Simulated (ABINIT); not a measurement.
# SrSiS3 (Pm-3m): from the cell to the phonon bands, part 3 of 6

How does SrSiS3 (Pm-3m) vibrate, and is this structure a minimum?

ABINIT 10.8.3; DFT PBEsol, scalar-relativistic, plane waves, PseudoDojo norm-conserving pseudopotentials.

So far. Step 5 (Relaxation): The volume changes by +0.1 % in this run and stands +16.3 % from the first cell. Step 7 (Zone-centre response): The acoustic modes at Γ come out as far as 2.4 cm⁻¹ from zero, where they should vanish, a small numerical error. The lowest optical mode is imaginary, 121i cm⁻¹, an instability at this level and on this k mesh. The relaxed cell has a = 4.617 Å (conventional setting).

The structure was built from a prototype and need not be the compound's stable phase.

**8. Zone-centre analysis**

anaddb reads the merged derivatives and imposes the acoustic sum rule.

Contents of anaddb.abi:

```
ddb_filepath "gamma_DDB"
output_file "anaddb.abo"
outdata_prefix "anaddb"
asr 1
chneut 1
enunit 2
eivec 1
nph1l 1
qph1l 0.0 0.0 0.0 1.0
```

Contents of mrgddb.in:

```
gamma_DDB
merged
2
dfpt_gammao_DDB
gso_DDB
```

Run with:

```
> mrgddb < mrgddb.in > mrgddb.log
> OMP_NUM_THREADS=1 anaddb anaddb.abi > anaddb.log
```

Numbers of over 12 decimals in the logs are rounded to 6 here.

anaddb.abo, the main output file:

```text
-outvars_anaddb: echo values of input variables ----------------------

 Miscellaneous information :
      enunit         2
       eivec         1
         asr         1
 First list of wavevector (reduced coord.) :
       nph1l         1
       qph1l
                     0.00000000E+00  0.00000000E+00  0.00000000E+00    1.000E+00

================================================================================

 read the DDB information and perform some checks

  ==== Info on the Cryst% object ====
 Real(R)+Recip(G) space primitive vectors, cartesian coordinates (Bohr,Bohr^-1):
 R(1)=  8.7250158  0.0000000  0.0000000  G(1)=  0.1146130  0.0000000  0.0000000
 R(2)=  0.0000000  8.7250158  0.0000000  G(2)=  0.0000000  0.1146130  0.0000000
 R(3)=  0.0000000  0.0000000  8.7250158  G(3)=  0.0000000  0.0000000  0.1146130
 Unit cell volume ucvol=  6.6419969E+02 bohr^3
 Angles (23,13,12)=  9.00000000E+01  9.00000000E+01  9.00000000E+01 degrees
 Time-reversal symmetry is present
 Reduced atomic positions [iatom, xred, symbol]:
    1)    0.0000000  0.0000000  0.0000000  Sr
    2)    0.5000000  0.5000000  0.5000000  Si
    3)    0.5000000  0.5000000  0.0000000   S
    4)    0.5000000  0.0000000  0.5000000   S
    5)    0.0000000  0.5000000  0.5000000   S

 DDB file with 3 blocks has been read.

================================================================================

 Treat the first list of vectors

  Phonon wavevector (reduced coordinates) :  0.00000  0.00000  0.00000
 Phonon energies in Hartree :
  -5.513039E-04 -5.513039E-04 -5.513039E-04  1.262337E-08  1.280315E-08
   1.332799E-08  2.051646E-04  2.051646E-04  2.051646E-04  3.760089E-04
   3.760089E-04  3.760089E-04  1.289613E-03  1.289613E-03  1.289613E-03
 Phonon energies in meV     :
- -1.500174E+01 -1.500174E+01 -1.500174E+01  3.434995E-04  3.483915E-04
-  3.626730E-04  5.582812E+00  5.582812E+00  5.582812E+00  1.023172E+01
-  1.023172E+01  1.023172E+01  3.509215E+01  3.509215E+01  3.509215E+01
 Phonon frequencies in cm-1    :
- -1.209972E+02 -1.209972E+02 -1.209972E+02  2.770511E-03  2.809967E-03
-  2.925155E-03  4.502842E+01  4.502842E+01  4.502842E+01  8.252442E+01
-  8.252442E+01  8.252442E+01  2.830373E+02  2.830373E+02  2.830373E+02
 Phonon frequencies in Thz     :
- -3.627405E+00 -3.627405E+00 -3.627405E+00  8.305782E-05  8.424069E-05
-  8.769395E-05  1.349918E+00  1.349918E+00  1.349918E+00  2.474020E+00
-  2.474020E+00  2.474020E+00  8.485244E+00  8.485244E+00  8.485244E+00
 Phonon energies in Kelvin  :
- -1.740880E+02 -1.740880E+02 -1.740880E+02  3.986146E-03  4.042916E-03
-  4.208646E-03  6.478585E+01  6.478585E+01  6.478585E+01  1.187342E+02
-  1.187342E+02  1.187342E+02  4.072275E+02  4.072275E+02  4.072275E+02

 Eigendisplacements
 (will be given, for each mode : in cartesian coordinates
   for each atom the real part of the displacement vector,
   then the imaginary part of the displacement vector - absolute values smaller than 1.0d-7 are set to zero)
  Mode number    1   Energy   -5.513039E-04
 Attention : low frequency mode.
   (Could be unstable or acoustic mode)
-  1  0.00000000E+00  0.00000000E+00 -4.87536683E-05
-     0.00000000E+00  0.00000000E+00  0.00000000E+00
-  2  0.00000000E+00  0.00000000E+00 -3.51117202E-03
-     0.00000000E+00  0.00000000E+00  0.00000000E+00
-  3  0.00000000E+00  0.00000000E+00 -3.13866846E-04
-     0.00000000E+00  0.00000000E+00  0.00000000E+00
-  4  0.00000000E+00  0.00000000E+00  1.76137349E-03
-     0.00000000E+00  0.00000000E+00  0.00000000E+00
-  5  0.00000000E+00  0.00000000E+00  1.76137349E-03
-     0.00000000E+00  0.00000000E+00  0.00000000E+00
  Mode number    2   Energy   -5.513039E-04
 Attention : low frequency mode.
   (Could be unstable or acoustic mode)
-  1  0.00000000E+00  4.87536683E-05  0.00000000E+00
-     0.00000000E+00  0.00000000E+00  0.00000000E+00
-  2  0.00000000E+00  3.51117202E-03  0.00000000E+00
-     0.00000000E+00  0.00000000E+00  0.00000000E+00
-  3  0.00000000E+00 -1.76137349E-03  0.00000000E+00
-     0.00000000E+00  0.00000000E+00  0.00000000E+00
-  4  0.00000000E+00  3.13866846E-04  0.00000000E+00
-     0.00000000E+00  0.00000000E+00  0.00000000E+00
-  5  0.00000000E+00 -1.76137349E-03  0.00000000E+00
-     0.00000000E+00  0.00000000E+00  0.00000000E+00
  Mode number    3   Energy   -5.513039E-04
 Attention : low frequency mode.
   (Could be unstable or acoustic mode)
-  1  4.87536683E-05  0.00000000E+00  0.00000000E+00
-     0.00000000E+00  0.00000000E+00  0.00000000E+00
-  2  3.51117202E-03  0.00000000E+00  0.00000000E+00
-     0.00000000E+00  0.00000000E+00  0.00000000E+00
-  3 -1.76137349E-03  0.00000000E+00  0.00000000E+00
-     0.00000000E+00  0.00000000E+00  0.00000000E+00
-  4 -1.76137349E-03  0.00000000E+00  0.00000000E+00
-     0.00000000E+00  0.00000000E+00  0.00000000E+00
-  5  3.13866846E-04  0.00000000E+00  0.00000000E+00
-     0.00000000E+00  0.00000000E+00  0.00000000E+00
  Mode number    4   Energy    1.262337E-08
 Attention : low frequency mode.
   (Could be unstable or acoustic mode)
-  1  0.00000000E+00  0.00000000E+00  1.60896405E-03
-     0.00000000E+00  0.00000000E+00  0.00000000E+00
-  2  0.00000000E+00  0.00000000E+00  1.60912487E-03
-     0.00000000E+00  0.00000000E+00  0.00000000E+00
-  3  0.00000000E+00  0.00000000E+00  1.60896973E-03
-     0.00000000E+00  0.00000000E+00  0.00000000E+00
-  4  0.00000000E+00  0.00000000E+00  1.60894640E-03
-     0.00000000E+00  0.00000000E+00  0.00000000E+00
-  5  0.00000000E+00  0.00000000E+00  1.60894640E-03
-     0.00000000E+00  0.00000000E+00  0.00000000E+00
  Mode number    5   Energy    1.280315E-08
 Attention : low frequency mode.
   (Could be unstable or acoustic mode)
-  1  0.00000000E+00  1.60896405E-03  0.00000000E+00
-     0.00000000E+00  0.00000000E+00  0.00000000E+00
-  2  0.00000000E+00  1.60912487E-03  0.00000000E+00
-     0.00000000E+00  0.00000000E+00  0.00000000E+00
-  3  0.00000000E+00  1.60894640E-03  0.00000000E+00
-     0.00000000E+00  0.00000000E+00  0.00000000E+00
-  4  0.00000000E+00  1.60896973E-03  0.00000000E+00
-     0.00000000E+00  0.00000000E+00  0.00000000E+00
-  5  0.00000000E+00  1.60894640E-03  0.00000000E+00
-     0.00000000E+00  0.00000000E+00  0.00000000E+00
  Mode number    6   Energy    1.332799E-08
 Attention : low frequency mode.
   (Could be unstable or acoustic mode)
-  1  1.60896405E-03  0.00000000E+00  0.00000000E+00
-     0.00000000E+00  0.00000000E+00  0.00000000E+00
-  2  1.60912487E-03  0.00000000E+00  0.00000000E+00
-     0.00000000E+00  0.00000000E+00  0.00000000E+00
-  3  1.60894640E-03  0.00000000E+00  0.00000000E+00
-     0.00000000E+00  0.00000000E+00  0.00000000E+00
-  4  1.60894640E-03  0.00000000E+00  0.00000000E+00
-     0.00000000E+00  0.00000000E+00  0.00000000E+00
-  5  1.60896973E-03  0.00000000E+00  0.00000000E+00
-     0.00000000E+00  0.00000000E+00  0.00000000E+00
  Mode number    7   Energy    2.051646E-04
-  1  0.00000000E+00  0.00000000E+00  0.00000000E+00
-     0.00000000E+00  0.00000000E+00  0.00000000E+00
-  2  0.00000000E+00  0.00000000E+00  0.00000000E+00
-     0.00000000E+00  0.00000000E+00  0.00000000E+00
-  3  0.00000000E+00  0.00000000E+00  0.00000000E+00
-     0.00000000E+00  0.00000000E+00  0.00000000E+00
-  4  0.00000000E+00  0.00000000E+00  2.92470830E-03
-     0.00000000E+00  0.00000000E+00  0.00000000E+00
-  5  0.00000000E+00  0.00000000E+00 -2.92470830E-03
-     0.00000000E+00  0.00000000E+00  0.00000000E+00
  Mode number    8   Energy    2.051646E-04
-  1  0.00000000E+00  0.00000000E+00  0.00000000E+00
-     0.00000000E+00  0.00000000E+00  0.00000000E+00
-  2  0.00000000E+00  0.00000000E+00  0.00000000E+00
-     0.00000000E+00  0.00000000E+00  0.00000000E+00
-  3  0.00000000E+00 -2.92470830E-03  0.00000000E+00
-     0.00000000E+00  0.00000000E+00  0.00000000E+00
-  4  0.00000000E+00  0.00000000E+00  0.00000000E+00
-     0.00000000E+00  0.00000000E+00  0.00000000E+00
-  5  0.00000000E+00  2.92470830E-03  0.00000000E+00
-     0.00000000E+00  0.00000000E+00  0.00000000E+00
  Mode number    9   Energy    2.051646E-04
-  1  0.00000000E+00  0.00000000E+00  0.00000000E+00
-     0.00000000E+00  0.00000000E+00  0.00000000E+00
-  2  0.00000000E+00  0.00000000E+00  0.00000000E+00
-     0.00000000E+00  0.00000000E+00  0.00000000E+00
-  3  2.92470830E-03  0.00000000E+00  0.00000000E+00
-     0.00000000E+00  0.00000000E+00  0.00000000E+00
-  4 -2.92470830E-03  0.00000000E+00  0.00000000E+00
-     0.00000000E+00  0.00000000E+00  0.00000000E+00
-  5  0.00000000E+00  0.00000000E+00  0.00000000E+00
-     0.00000000E+00  0.00000000E+00  0.00000000E+00
  Mode number   10   Energy    3.760089E-04
-  1  0.00000000E+00  0.00000000E+00 -1.91551822E-03
-     0.00000000E+00  0.00000000E+00  0.00000000E+00
-  2  0.00000000E+00  0.00000000E+00  1.42132149E-03
-     0.00000000E+00  0.00000000E+00  0.00000000E+00
-  3  0.00000000E+00  0.00000000E+00  1.40251153E-03
-     0.00000000E+00  0.00000000E+00  0.00000000E+00
-  4  0.00000000E+00  0.00000000E+00  1.29331705E-03
-     0.00000000E+00  0.00000000E+00  0.00000000E+00
-  5  0.00000000E+00  0.00000000E+00  1.29331705E-03
-     0.00000000E+00  0.00000000E+00  0.00000000E+00
  Mode number   11   Energy    3.760089E-04
-  1  0.00000000E+00 -1.91551822E-03  0.00000000E+00
-     0.00000000E+00  0.00000000E+00  0.00000000E+00
-  2  0.00000000E+00  1.42132149E-03  0.00000000E+00
-     0.00000000E+00  0.00000000E+00  0.00000000E+00
-  3  0.00000000E+00  1.29331705E-03  0.00000000E+00
-     0.00000000E+00  0.00000000E+00  0.00000000E+00
-  4  0.00000000E+00  1.40251153E-03  0.00000000E+00
-     0.00000000E+00  0.00000000E+00  0.00000000E+00
-  5  0.00000000E+00  1.29331705E-03  0.00000000E+00
-     0.00000000E+00  0.00000000E+00  0.00000000E+00
  Mode number   12   Energy    3.760089E-04
-  1  1.91551822E-03  0.00000000E+00  0.00000000E+00
-     0.00000000E+00  0.00000000E+00  0.00000000E+00
-  2 -1.42132149E-03  0.00000000E+00  0.00000000E+00
-     0.00000000E+00  0.00000000E+00  0.00000000E+00
-  3 -1.29331705E-03  0.00000000E+00  0.00000000E+00
-     0.00000000E+00  0.00000000E+00  0.00000000E+00
-  4 -1.29331705E-03  0.00000000E+00  0.00000000E+00
-     0.00000000E+00  0.00000000E+00  0.00000000E+00
-  5 -1.40251153E-03  0.00000000E+00  0.00000000E+00
-     0.00000000E+00  0.00000000E+00  0.00000000E+00
  Mode number   13   Energy    1.289613E-03
-  1  0.00000000E+00  0.00000000E+00  2.33666466E-05
-     0.00000000E+00  0.00000000E+00  0.00000000E+00
-  2  0.00000000E+00  0.00000000E+00 -1.61081629E-03
-     0.00000000E+00  0.00000000E+00  0.00000000E+00
-  3  0.00000000E+00  0.00000000E+00  3.52895206E-03
-     0.00000000E+00  0.00000000E+00  0.00000000E+00
-  4  0.00000000E+00  0.00000000E+00 -1.09091915E-03
-     0.00000000E+00  0.00000000E+00  0.00000000E+00
-  5  0.00000000E+00  0.00000000E+00 -1.09091915E-03
-     0.00000000E+00  0.00000000E+00  0.00000000E+00
  Mode number   14   Energy    1.289613E-03
-  1  0.00000000E+00  2.33666466E-05  0.00000000E+00
-     0.00000000E+00  0.00000000E+00  0.00000000E+00
-  2  0.00000000E+00 -1.61081629E-03  0.00000000E+00
-     0.00000000E+00  0.00000000E+00  0.00000000E+00
-  3  0.00000000E+00 -1.09091914E-03  0.00000000E+00
-     0.00000000E+00  0.00000000E+00  0.00000000E+00
-  4  0.00000000E+00  3.52895206E-03  0.00000000E+00
-     0.00000000E+00  0.00000000E+00  0.00000000E+00
-  5  0.00000000E+00 -1.09091914E-03  0.00000000E+00
-     0.00000000E+00  0.00000000E+00  0.00000000E+00
  Mode number   15   Energy    1.289613E-03
-  1  2.33666466E-05  0.00000000E+00  0.00000000E+00
-     0.00000000E+00  0.00000000E+00  0.00000000E+00
-  2 -1.61081629E-03  0.00000000E+00  0.00000000E+00
-     0.00000000E+00  0.00000000E+00  0.00000000E+00
-  3 -1.09091914E-03  0.00000000E+00  0.00000000E+00
-     0.00000000E+00  0.00000000E+00  0.00000000E+00
-  4 -1.09091914E-03  0.00000000E+00  0.00000000E+00
-     0.00000000E+00  0.00000000E+00  0.00000000E+00
-  5  3.52895206E-03  0.00000000E+00  0.00000000E+00
-     0.00000000E+00  0.00000000E+00  0.00000000E+00

 Analysis of degeneracies and characters (maximum tolerance=1.00E-06 a.u.)
 For each vibration mode, or group of modes if degenerate,
 the characters are given for each symmetry operation (see the list in the log file).
 Symmetry characters of vibration mode #   1
       degenerate with vibration modes #   2 to    3
  3.0 -3.0 -1.0  1.0 -1.0  1.0 -1.0  1.0  1.0 -1.0 -1.0  1.0  1.0 -1.0 -1.0  1.0
  0.0 -0.0  0.0 -0.0 -0.0  0.0 -0.0  0.0  1.0 -1.0 -1.0  1.0 -1.0  1.0  1.0 -1.0
  0.0 -0.0 -0.0  0.0 -0.0  0.0  0.0 -0.0  1.0 -1.0  1.0 -1.0 -1.0  1.0 -1.0  1.0
 Symmetry characters of vibration mode #   4
       degenerate with vibration modes #   5 to    6
  3.0 -3.0 -1.0  1.0 -1.0  1.0 -1.0  1.0  1.0 -1.0 -1.0  1.0  1.0 -1.0 -1.0  1.0
  0.0 -0.0  0.0 -0.0 -0.0  0.0 -0.0  0.0  1.0 -1.0 -1.0  1.0 -1.0  1.0  1.0 -1.0
  0.0 -0.0 -0.0  0.0 -0.0  0.0  0.0 -0.0  1.0 -1.0  1.0 -1.0 -1.0  1.0 -1.0  1.0
 Symmetry characters of vibration mode #   7
       degenerate with vibration modes #   8 to    9
  3.0 -3.0 -1.0  1.0 -1.0  1.0 -1.0  1.0 -1.0  1.0  1.0 -1.0 -1.0  1.0  1.0 -1.0
 -0.0  0.0 -0.0  0.0  0.0 -0.0  0.0 -0.0 -1.0  1.0  1.0 -1.0  1.0 -1.0 -1.0  1.0
 -0.0  0.0  0.0 -0.0  0.0 -0.0 -0.0  0.0 -1.0  1.0 -1.0  1.0  1.0 -1.0  1.0 -1.0
 Symmetry characters of vibration mode #  10
       degenerate with vibration modes #  11 to   12
  3.0 -3.0 -1.0  1.0 -1.0  1.0 -1.0  1.0  1.0 -1.0 -1.0  1.0  1.0 -1.0 -1.0  1.0
 -0.0  0.0 -0.0  0.0  0.0 -0.0  0.0 -0.0  1.0 -1.0 -1.0  1.0 -1.0  1.0  1.0 -1.0
 -0.0  0.0  0.0 -0.0  0.0 -0.0 -0.0  0.0  1.0 -1.0  1.0 -1.0 -1.0  1.0 -1.0  1.0
 Symmetry characters of vibration mode #  13
       degenerate with vibration modes #  14 to   15
  3.0 -3.0 -1.0  1.0 -1.0  1.0 -1.0  1.0  1.0 -1.0 -1.0  1.0  1.0 -1.0 -1.0  1.0
 -0.0  0.0 -0.0  0.0  0.0 -0.0  0.0 -0.0  1.0 -1.0 -1.0  1.0 -1.0  1.0  1.0 -1.0
 -0.0  0.0  0.0 -0.0  0.0 -0.0 -0.0  0.0  1.0 -1.0  1.0 -1.0 -1.0  1.0 -1.0  1.0
-
```

Elapsed: 0.5 s, on 1 thread of Arm Neoverse V2, shared host.

This step gave:

* highest optical zone-centre mode (no LO-TO term): 283.0 cm⁻¹
* lowest optical zone-centre mode: -121 cm⁻¹

No LO-TO term; unit eigenvectors of the mass-weighted matrix, from anaddb's displacements. Modes at Γ, with each element's share of the kinetic energy (negative means imaginary):

```
mode  frequency (cm⁻¹)  symmetry  Sr %  Si %  S %
   1            -121.0       T1u     0    63   37
   2            -121.0       T1u     0    63   37
   3            -121.0       T1u     0    63   37
   4               0.0  acoustic    41    13   45
   5               0.0  acoustic    41    13   45
   6               0.0  acoustic    41    13   45
   7              45.0       T2u     0     0  100
   8              45.0       T2u     0     0  100
   9              45.0       T2u     0     0  100
  10              82.5       T1u    59    10   31
  11              82.5       T1u    59    10   31
  12              82.5       T1u    59    10   31
  13             283.0       T1u     0    13   87
  14             283.0       T1u     0    13   87
  15             283.0       T1u     0    13   87
```

Displacements in mode 1 (-121.0 cm⁻¹), the largest set to 1:
```
Sr1  0.00  0.00 -0.01
Si2  0.00  0.00 -1.00
S3   0.00  0.00 -0.09
S4   0.00  0.00  0.50
S5   0.00  0.00  0.50
```

Displacements in mode 13 (283.0 cm⁻¹), the largest set to 1:
```
Sr1  0.00  0.00  0.01
Si2  0.00  0.00 -0.46
S3   0.00  0.00  1.00
S4   0.00  0.00 -0.31
S5   0.00  0.00 -0.31
```

The rule moves no optical mode by more than 0.1 cm⁻¹.

**9. Self-consistent run for the response**

Scaled from the time of the run at Γ, the full q mesh would overrun the time at hand on this k mesh, so the ground state is made again on a coarser one.

Contents of gs.abi:

```
# ground state
tolvrs 1.0d-16
prtden 1
prtwf 1

# basis, mesh and filling
ecut 28.0
ngkpt 4 4 4
nshiftk 1
shiftk 0.0 0.0 0.0
istwfk *1
occopt 7
tsmear 0.01
nband 24
nstep 100
diemac 1000000.0
prtebands 0
prtgsr 0
useylm 1

# cell and atoms
acell 3*1.0 Angstrom
rprim 
    4.617079539 0.0 0.0
    0.0 4.617079539 0.0
    0.0 0.0 4.617079539
ntypat 3
znucl 38 14 16
natom 5
typat 1 2 3 3 3
xred 
    0.0 0.0 0.0
    0.5 0.5 0.5
    0.5 0.5 0.0
    0.5 0.0 0.5
    0.0 0.5 0.5
pp_dirpath "./pseudo"
pseudos "Sr.upf, Si.upf, S.upf"
```

Run with:

```
> OMP_NUM_THREADS=1 mpirun -n 4 abinit gs.abi > gs.log
```

gs.abo, the main output file:

```text
[banners, grids, parts of the stress and lines that vanish by symmetry left out]
- input  file    -> gs.abi
- output file    -> gs.abo
- root for input  files -> gsi
[...]
Symmetries : space group Pm -3 m (#221); Bravais cP (primitive cubic)
[...]
mpw =        4713          nfft =       91125          nkpt =          10
[...]
== DATASET  1 ==================================================================
[...]
cutoff_energies: {ecut:  28.0, pawecutdg:  -1.0, }
[...]
ETOT  1  -71.610264461054    -7.161E+01 3.155E-02 1.129E+02
 ETOT  2  -71.651331597107    -4.107E-02 5.368E-03 4.276E+01
 ETOT  3  -71.662368898120    -1.104E-02 3.111E-03 2.591E-01
 ETOT  4  -71.662417488765    -4.859E-05 1.851E-03 1.512E-02
 ETOT  5  -71.662419009152    -1.520E-06 9.226E-04 1.030E-03
[...]
ETOT 12  -71.662419101497    -4.533E-12 3.585E-05 1.589E-16
 ETOT 13  -71.662419101497     7.532E-13 6.659E-05 7.544E-19
 At SCF step   13       vres2   =  7.54E-19 < tolvrs=  1.00E-16 =>converged.
[...]
sigma(1 1)=  1.73690591E-06  sigma(3 2)=  0.00000000E+00
  sigma(2 2)=  1.73690591E-06  sigma(3 1)=  0.00000000E+00
  sigma(3 3)=  1.73690591E-06  sigma(2 1)=  0.00000000E+00
[...]
convergence: {deltae:  7.532E-13, res2:  7.544E-19, residm:  6.659E-05, diffor: null, }
etotal    :  -7.16624191E+01
[...]
sigma(1 1)=  1.73690591E-06  sigma(3 2)=  0.00000000E+00
  sigma(2 2)=  1.73690591E-06  sigma(3 1)=  0.00000000E+00
  sigma(3 3)=  1.73690591E-06  sigma(2 1)=  0.00000000E+00
[...]
- sigma(1 1)=  5.11015363E-02  sigma(3 2)=  0.00000000E+00
- sigma(2 2)=  5.11015363E-02  sigma(3 1)=  0.00000000E+00
- sigma(3 3)=  5.11015363E-02  sigma(2 1)=  0.00000000E+00
[...]
fcart     -0.0000000000E+00 -0.0000000000E+00 -0.0000000000E+00
           strten      1.7369059146E-06  1.7369059146E-06  1.7369059146E-06
================================================================================

[key lines of the parts left out:]
pressure_GPa:  -5.1102E-02
```

It took 17 s on 4 MPI ranks.

Read from the output:

- pressure: -0.05110 GPa

[end of part 3 of 6]

[Host names and launcher messages were left out of these logs when they were recorded.]

[Logs are printed without paths, hosts, clocks, repeated set-up lines and the standing remarks that a program may print on its own settings, such as how far it seeks lower states.]

[Hosts, paths, dates, database ids (printed as entryN), source tags and the programs' standing remarks are cut or masked in the printed files.]
